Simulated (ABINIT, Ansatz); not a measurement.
# NaHF2 (R-3m): G0W0 on several meshes in ABINIT, part 2 of 2

Wanted: mesh dependence and cost of G0W0 for NaHF2 (R-3m).

ABINIT 10.8.3; PBEsol and many-body steps on it, plane waves. Known limits of the many-body steps: not at the basis limit.

So far. Step 4 (4×4×4): The gap on the mesh goes from 6.93 eV to 11.47 eV, a correction of +4.54 eV. Step 5 (Empty states on the mesh, 6×6×6 mesh, 47 bands): On this mesh the gap is 6.931 eV.

**6. Screening, 6×6×6 mesh, 43 bands, screening to 114.3 eV**

This step: RPA screening on PBEsol, plane waves, norm-conserving pseudopotentials.

Input file run.abi:

```
acell 3*1.0 Angstrom
rprim 
  1.737000000015 1.002857417591 4.583333333300
  -1.737000000015 1.002857417591 4.583333333300
  -0.000000000000 -2.005714835182 4.583333333300
ntypat 3
znucl 11 1 9
natom 4
typat 1 2 3 3
xred 
  0.000000000000 0.000000000000 0.000000000000
  0.500000000000 0.500000000000 0.500000000000
  0.417600000000 0.417600000000 0.417600000000
  0.582400000000 0.582400000000 0.582400000000
pp_dirpath "pseudos"
pseudos "Na.upf, H.upf, F.upf"
ecut 38
ngkpt 6 6 6
nshiftk 1
shiftk 0 0 0
kptopt 1
chksymbreak 0
istwfk *1
occopt 1
irdwfk 1
optdriver 3
nband 43
ecuteps 4.2
inclvkb 2
awtr 1
symchi 1
indata_prefix "in"
outdata_prefix "out"
tmpdata_prefix "tmp"
```

On the command line:

```
$ OMP_NUM_THREADS=1 mpirun -n 4 abinit run.abi > log
```

Numbers of over 12 decimals in the logs are rounded to 6 here.

Log:

```text
.Version 10.8.3 of ABINIT. v10.8.2 released Aug 2026.

 Symmetries : space group R-3 m (#166); Bravais hR (rhombohedral)
[... echo of the input left out ...]
== DATASET  1 ==================================================================
-   mpi_nproc: 4, omp_nthreads: 1 (-1 if OMP is not activated)

--- !DatasetInfo
iteration_state: {dtset: 1, }
dimensions: {natom: 4, nkpt: 32, mband: 43, nsppol: 1, nspinor: 1, nspden: 1, mpw: 3640, }
cutoff_energies: {ecut:  38.0, pawecutdg:  -1.0, }
electrons: {nelect:   2.40000000E+01, charge:   0.00000000E+00, occopt:   1.00000000E+00, tsmear:   1.00000000E-02, }

 SCREENING: Calculation of the susceptibility and dielectric matrices

 Based on a program developped by R.W. Godby, V. Olevano, G. Onida, and L. Reining.
 Incorporated in ABINIT by V. Olevano, G.-M. Rignanese, and M. Torrent.
.Using double precision arithmetic ; gwpc =  8

[... cell and pseudopotentials left out ...]
--------------------------------------------------------------------------------

 ==== K-mesh for the wavefunctions ====
 Number of points in the irreducible wedge :    32
[... list of points left out ...]
 Together with 12 symmetry operations and time-reversal symmetry
 yields   216 points in the full Brillouin Zone.

 ==== Q-mesh for the screening function ====
 Number of points in the irreducible wedge :    32
[... list of points left out ...]
 Together with 12 symmetry operations and time-reversal symmetry
 yields   216 points in the full Brillouin Zone.

 setmesh: FFT mesh size selected  =    36x   36x   36
          total number of points  =        46656

 vcoul_init : cutoff-mode = AUXILIARY_FUNCTION
 q-points for optical limit:   1
     1)      0.000010    0.000020    0.000030

- screening: taking advantage of time-reversal symmetry
- Maximum band index for partially occupied states nbvw = 12
- Remaining bands to be divided among processors   nbcw = 31
- Number of bands treated by each node ~7

 Number of electrons calculated from density =   24.0000; Expected =   24.0000
 average of density, n =  0.074241
 r_s =    1.4760
 omega_plasma =   26.2831 [eV]

 calculating chi0 at frequencies [eV] :
  1    0.000000E+00    0.000000E+00
  2    0.000000E+00    2.628313E+01

--------------------------------------------------------------------------------
  q-point number  1        q = ( 0.000000, 0.000000, 0.000000) [r.l.u.]
--------------------------------------------------------------------------------
[... chi0 elements left out ...]
 For q-point:  0.000010 0.000020 0.000030
  dielectric constant =   1.6562
  dielectric constant without local fields =   1.7312

  Average fulfillment of the sum rule on Im[epsilon] for q-point    1 :     28.07  [%]
[... wings left out ...]
  q-point number  2        q = ( 0.166667, 0.000000, 0.000000) [r.l.u.]
--------------------------------------------------------------------------------
[... chi0 elements left out ...]
  Average fulfillment of the sum rule on Im[epsilon] for q-point    2 :     41.60  [%]

 [... 30 further q-points ...]
```

It took 12 min on 4 MPI ranks of Arm Neoverse N1, shared host; peak memory 2.4 GiB.

This step gave:

```yaml
eps_infinity_with_local_fields_on_this_mesh_along_the_program_s_q_direction: 1.656
the_same_without_local_fields: 1.731
plasma_frequency: 26.28 eV
plane_waves_in_the_screening_matrix: 115
```

**7. 6×6×6**

This step: G0W0 on PBEsol, plane waves, norm-conserving pseudopotentials.

Edit run.abi of step 6 so:

```diff
@@ -25,8 +25,17 @@
 irdwfk 1
-optdriver 3
+optdriver 4
 nband 43
+gwcalctyp 0
+ecutsigx 38
+symsigma 1
+nkptgw 2
+kptgw 
+  0.5000000000 0.5000000000 0.5000000000
+  0.0000000000 0.0000000000 0.0000000000
+bdgw 
+  11 14
+  10 14
 ecuteps 4.2
-inclvkb 2
-awtr 1
-symchi 1
+irdscr 1
+ppmodel 1
 indata_prefix "in"
```

Log:

```text
.Version 10.8.3 of ABINIT. v10.8.2 released Aug 2026.

 Symmetries : space group R-3 m (#166); Bravais hR (rhombohedral)
[... echo of the input left out ...]
== DATASET  1 ==================================================================
-   mpi_nproc: 4, omp_nthreads: 1 (-1 if OMP is not activated)

--- !DatasetInfo
iteration_state: {dtset: 1, }
dimensions: {natom: 4, nkpt: 32, mband: 43, nsppol: 1, nspinor: 1, nspden: 1, mpw: 3640, }
cutoff_energies: {ecut:  38.0, pawecutdg:  -1.0, }
electrons: {nelect:   2.40000000E+01, charge:   0.00000000E+00, occopt:   1.00000000E+00, tsmear:   1.00000000E-02, }

 SIGMA: Calculation of the GW corrections

 Based on a program developped by R.W. Godby, V. Olevano, G. Onida, and L. Reining.
 Incorporated in ABINIT by V. Olevano, G.-M. Rignanese, and M. Torrent.
.Using double precision arithmetic ; gwpc =  8

[... cell and pseudopotentials left out ...]
--------------------------------------------------------------------------------

 ==== K-mesh for the wavefunctions ====
 Number of points in the irreducible wedge :    32
[... list of points left out ...]
 Together with 12 symmetry operations and time-reversal symmetry
 yields   216 points in the full Brillouin Zone.

 ==== Q-mesh for screening function ====
 Number of points in the irreducible wedge :    32
[... list of points left out ...]
 Together with 12 symmetry operations and time-reversal symmetry
 yields   216 points in the full Brillouin Zone.

 vcoul_init : cutoff-mode = AUXILIARY_FUNCTION
 q-points for optical limit:   1
     1)      0.000010    0.000020    0.000030
 setmesh: FFT mesh size selected  =    54x   54x   54
          total number of points  =       157464

 Number of electrons calculated from density =   24.0000; Expected =   24.0000
[...]
number of omega for Sigma on real axis              0
 max omega for Sigma on real axis  [eV]           0.00
 zcut for avoiding poles [eV]                     0.10

 EPSILON^-1 parameters (SCR file):
 dimension of the eps^-1 matrix on file            115
 dimension of the eps^-1 matrix used               115
 number of plane-waves for wavefunctions          3607
 number of bands                                    43
 number of q-points in IBZ                          32
 number of frequencies                               2
 number of real frequencies                          1
 number of imag frequencies                          1

 matrix elements of self-energy operator (all in [eV])

 Perturbative Calculation

--- !SelfEnergy_ee
iteration_state: {dtset: 1, }
kpoint     : [   0.500,    0.500,    0.500, ]
spin       : 1
KS_gap     :    8.690
QP_gap     :   13.341
Delta_QP_KS:    4.651
data: !SigmaeeData |
     Band     E0 <VxcDFT>   SigX SigC(E0)      Z dSigC/dE  Sig(E)    E-E0       E
       11  -3.442 -22.457 -30.697   4.662   0.833  -0.200 -25.439  -2.982  -6.424
       12  -3.442 -22.457 -30.697   4.662   0.833  -0.200 -25.439  -2.982  -6.424
       13   5.248  -7.722  -3.844  -2.054   0.915  -0.093  -6.054   1.668   6.917
[...]
--- !SelfEnergy_ee
iteration_state: {dtset: 1, }
kpoint     : [   0.000,    0.000,    0.000, ]
spin       : 1
KS_gap     :    7.132
QP_gap     :   11.529
Delta_QP_KS:    4.398
data: !SigmaeeData |
     Band     E0 <VxcDFT>   SigX SigC(E0)      Z dSigC/dE  Sig(E)    E-E0       E
[...]
13   3.489  -8.257  -4.359  -2.083   0.915  -0.092  -6.595   1.662   5.151
       14   9.789  -7.583  -3.085  -2.302   0.913  -0.095  -5.579   2.005  11.794

== END DATASET(S) ==============================================================
================================================================================

 -outvars: echo values of variables after computation  --------
           etotal      0.0000000000E+00
            nband          43
             nkpt          32
          spgroup         166
 [... the other variables as echoed above ...]

 Calculation completed.
```

The job ended after 18 s (4 MPI ranks; peak memory 2.1 GiB).

Numbers from this step:

```yaml
g0w0_gap_on_the_points_computed: 11.53 eV
starting_gap_on_the_mesh: 6.931 eV
k_of_the_valence_top: 0, 0, 0
k_of_the_conduction_bottom: 0, 0, 0
z_at_the_valence_top: 0.842
z_at_the_conduction_bottom: 0.915
least_direct_g0w0_gap_on_the_computed_points: 11.53 eV
```

Against G0W0 in ABINIT (4×4×4 mesh, 43 bands, screening to 114.3 eV, Godby-Needs plasmon pole), the gap moves by +0.059 eV.

**8. Side by side**

Times are wall times on 4 MPI ranks of Arm Neoverse N1, shared host, good to a factor of about two. A run's time includes the screening step that it read.

```tsv
run	mesh	bands	screening cutoff (eV)	DFT gap (eV)	gap on the mesh (eV)	direct (eV)	ε∞ used	time
4×4×4	4×4×4	43	114.3	6.931	11.470	11.470	1.66	97 s
6×6×6	6×6×6	43	114.3	6.931	11.529	11.529	1.66	12 min
```

**9. Outcome**

| Item | Value |
| --- | --- |
| 4×4×4 | 11.470 eV |
| 6×6×6 | 11.529 eV |
| known limits | not at the basis limit |

**Reading.** 6×6×6: +0.059 eV against 4×4×4. Bands and cutoff are finite, so the gap is not at the basis limit. The miss can reach some tenths of an eV and take either sign; the mesh is an error of its own. In the first G0W0 run levels were corrected at 2 k points alone, so a gap called «on the mesh» is the least over those, and an edge elsewhere would be missed.

[Paths, hosts, dates, memory and timing lines, banners, echoed tables and standing remarks are left out of the program output.]

[Logs are printed without paths, hosts, clocks, repeated set-up lines and the standing remarks that a program may print on its own settings, such as how far it seeks lower states.]

[Runs of the session that timed out or met a known fault of the program may be left out.]

[No measured gap is set beside runs whose start may be inverted or whose files or cutoffs have a known fault.]

[Hosts, paths, dates, database ids (printed as entryN), source tags and the programs' standing remarks are cut or masked in the printed files.]

[G0W0 gaps are taken among the corrected bands and points alone; a level outside them can change the order at an edge.]

[Where Ansatz stands beside ABINIT at settings called matched, ABINIT's density can come from a denser mesh and the files from another edition; pairs whose starting gaps differed by over 0.03 eV were left out, so agreement reads better than it is.]
